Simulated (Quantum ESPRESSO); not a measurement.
## BP (F-43m): from strain to phonon shift

Wanted: the shift of the optical mode of BP (F-43m) in a strained (001) layer.

Program: Quantum ESPRESSO 7.5. Level of theory: DFT LDA, scalar-relativistic, plane waves, PseudoDojo norm-conserving pseudopotentials. Results are calculated unless marked as measured.

**1. The relaxed structure**

It takes space group F-43m (No. 216, cubic). Conventional cell: a = 4.487 Å, b = 4.487 Å, c = 4.487 Å, α = 90.00°, β = 90.00°, γ = 90.00°. Nearest to B lie 4 P at 1.94 Å. Nearest to P lie 4 B at 1.94 Å. Farther neighbours are not listed.

Structure file:

```
CELL_PARAMETERS angstrom
-2.24355 0.00000 2.24355
0.00000 2.24355 2.24355
-2.24355 2.24355 0.00000
ATOMIC_POSITIONS crystal
B 0.00000 0.00000 0.00000
P 0.25000 0.25000 0.25000
```

This is the cell after its relaxation at this level of theory, not the database cell from which that began.

**2. Uniaxial strain**

The relaxed cell is stretched along z alone. This keeps all atoms on sites fixed by symmetry and splits the threefold mode into a singlet, polarised along z, and a doublet. The macroscopic field is left out, so these are transverse modes. Cutoff 84 Ry, k mesh 12×12×12.

From the response at ε_zz = 0.01:

Output:

```text
[banners, grids, parts of the stress and lines that vanish by symmetry left out]
Program PHONON v.7.5
     Reading xml data from directory:

[...]
Exchange-correlation= PW
                           (   1   4   0   0   0   0   0)
[...]
kinetic-energy cut-off    =      84.0000  Ry
     charge density cut-off    =     336.0000  Ry
     convergence threshold     =      1.0E-18
[...]
Exchange-correlation= PW
                           (   1   4   0   0   0   0   0)
[...]
q = (   0.0000000   0.0000000   0.0000000 )
      9 Sym.Ops. (with q -> -q+G )
     G cutoff =  309.0460  (  16137 G-vectors)     FFT grid: ( 36, 36, 36)
     number of k points=   163
[...]
Mode symmetry, D_2d (-42m) point group:
[...]
Representation #   1 mode #   1
[...]
End of self-consistent calculation
     Convergence has been achieved
     Representation #   2 mode #   2
[...]
End of self-consistent calculation
     Convergence has been achieved
     Representation #   3 modes #   3   4
[...]
End of self-consistent calculation
     Convergence has been achieved
     Representation #   4 modes #   5   6
[...]
End of self-consistent calculation
     Convergence has been achieved
[...]
q = (    0.000000000   0.000000000   0.000000000 )
[...]
freq (    1) =      -0.011088 [THz] =      -0.369843 [cm-1]
     freq (    2) =      -0.005362 [THz] =      -0.178847 [cm-1]
     freq (    3) =      -0.005362 [THz] =      -0.178847 [cm-1]
     freq (    4) =      24.357028 [THz] =     812.462995 [cm-1]
     freq (    5) =      24.377051 [THz] =     813.130883 [cm-1]
     freq (    6) =      24.377051 [THz] =     813.130883 [cm-1]
[...]
Mode symmetry, D_2d (-42m) point group:
     freq (   1-   1) =         -0.4  [cm-1]   --> B_2  X_3  W_2   I+R
     freq (   2-   3) =         -0.2  [cm-1]   --> E    X_5  W_3   I+R
     freq (   4-   4) =        812.5  [cm-1]   --> B_2  X_3  W_2   I+R
     freq (   5-   6) =        813.1  [cm-1]   --> E    X_5  W_3   I+R

   JOB DONE.
```

```
  ε_zz  singlet (cm⁻¹)  doublet (cm⁻¹)  σ_zz (GPa)  σ_xx (GPa)
 -0.01          829.56          829.23      -3.613      -0.860
-0.005          825.40          825.19      -1.792      -0.414
     0          821.16          821.16       0.010       0.010
 0.005          816.85          817.14       1.793       0.414
  0.01          812.46          813.13       3.557       0.799
```

Stress is counted positive in tension.

**3. The fit**

To first order ω² − ω₀² = p ε_zz + q (ε_xx + ε_yy) for the mode along z, and likewise for x and y. With ε_zz alone the singlet gives p and the doublet q.

The linear terms of parabolas through ω² are p = -2.08 ω₀² and q = -1.96 ω₀², with ω₀ = 821.2 cm⁻¹. Those of the stresses are C11 = 359 GPa and C12 = 83 GPa. Under hydrostatic strain p and q imply γ = −(p + 2q)/(6 ω₀²) = 1.00.

A layer held to an in-plane strain ε and free along z takes ε_zz = −2 (C12/C11) ε = -0.463 ε. To first order the singlet then shifts by (q − p C12/C11) ε / ω₀ = -1215 ε cm⁻¹. For ε = -0.006, ε_zz = 0.00278, the formulas for ω² predict 828.41 cm⁻¹ for the singlet and 828.85 cm⁻¹ for the doublet.

**4. A biaxially strained cell**

This run was no part of the fit.

Output:

```text
[banners, grids, parts of the stress and lines that vanish by symmetry left out]
[banner, memory and clock lines left out]
Program PHONON v.7.5

[...]
Exchange-correlation= PW
                           (   1   4   0   0   0   0   0)
[...]
kinetic-energy cut-off    =      84.0000  Ry
     charge density cut-off    =     336.0000  Ry
     convergence threshold     =      1.0E-18
[...]
Exchange-correlation= PW
                           (   1   4   0   0   0   0   0)
[...]
q = (   0.0000000   0.0000000   0.0000000 )
      9 Sym.Ops. (with q -> -q+G )
     G cutoff =  304.9924  (  15681 G-vectors)     FFT grid: ( 36, 36, 36)
     number of k points=   163
[...]
Mode symmetry, D_2d (-42m) point group:
[...]
Representation #   1 mode #   1
[...]
End of self-consistent calculation
     Convergence has been achieved
     Representation #   2 mode #   2
[...]
End of self-consistent calculation
     Convergence has been achieved
     Representation #   3 modes #   3   4
[...]
End of self-consistent calculation
     Convergence has been achieved
     Representation #   4 modes #   5   6
[...]
End of self-consistent calculation
     Convergence has been achieved
[...]
q = (    0.000000000   0.000000000   0.000000000 )
[...]
freq (    1) =      -0.012952 [THz] =      -0.432023 [cm-1]
     freq (    2) =      -0.009686 [THz] =      -0.323104 [cm-1]
     freq (    3) =      -0.009686 [THz] =      -0.323104 [cm-1]
     freq (    4) =      24.838304 [THz] =     828.516635 [cm-1]
     freq (    5) =      24.847112 [THz] =     828.810450 [cm-1]
     freq (    6) =      24.847112 [THz] =     828.810450 [cm-1]
[...]
Mode symmetry, D_2d (-42m) point group:
     freq (   1-   1) =         -0.4  [cm-1]   --> B_2  X_3  W_2   I+R
     freq (   2-   3) =         -0.3  [cm-1]   --> E    X_5  W_3   I+R
     freq (   4-   4) =        828.5  [cm-1]   --> B_2  X_3  W_2   I+R
     freq (   5-   6) =        828.8  [cm-1]   --> E    X_5  W_3   I+R
```

```
   mode  predicted (cm⁻¹)  run (cm⁻¹)
singlet            828.41      828.52
doublet            828.85      828.81
```

The stress along z is 0.013 GPa and that in the plane -2.459 GPa; the unstrained cell carries 0.010 GPa.

**5. Summary of results**

```yaml
p_in_units_of_the_squared_frequency: -2.082
q_same_units: -1.961
shift_of_the_singlet_per_unit_of_biaxial_strain: -1215 cm⁻¹
c11_and_c12: 359 and 83 GPa
```

**Reading.** To first order, one per cent of tensile biaxial strain moves the singlet of BP (F-43m) by -12.1 cm⁻¹ and the doublet by -12.9 cm⁻¹; the formulas miss the test run by up to 0.11 cm⁻¹. In backscattering from (001) the mode polarised along z is the one seen in diamond and zinc-blende crystals; in a polar crystal it is the LO mode, whose potentials differ somewhat from these. The third potential, r, needs shear strain and a relaxation of the atoms, which was not run. These are harmonic values at zero temperature.

[Host names and launcher messages were left out of these logs when they were recorded.]

[Logs are printed without paths, hosts, clocks, repeated set-up lines and the standing remarks that a program may print on its own settings, such as how far it seeks lower states.]

[Hosts, paths, dates, database ids (printed as entryN), source tags and the programs' standing remarks are cut or masked in the printed files.]
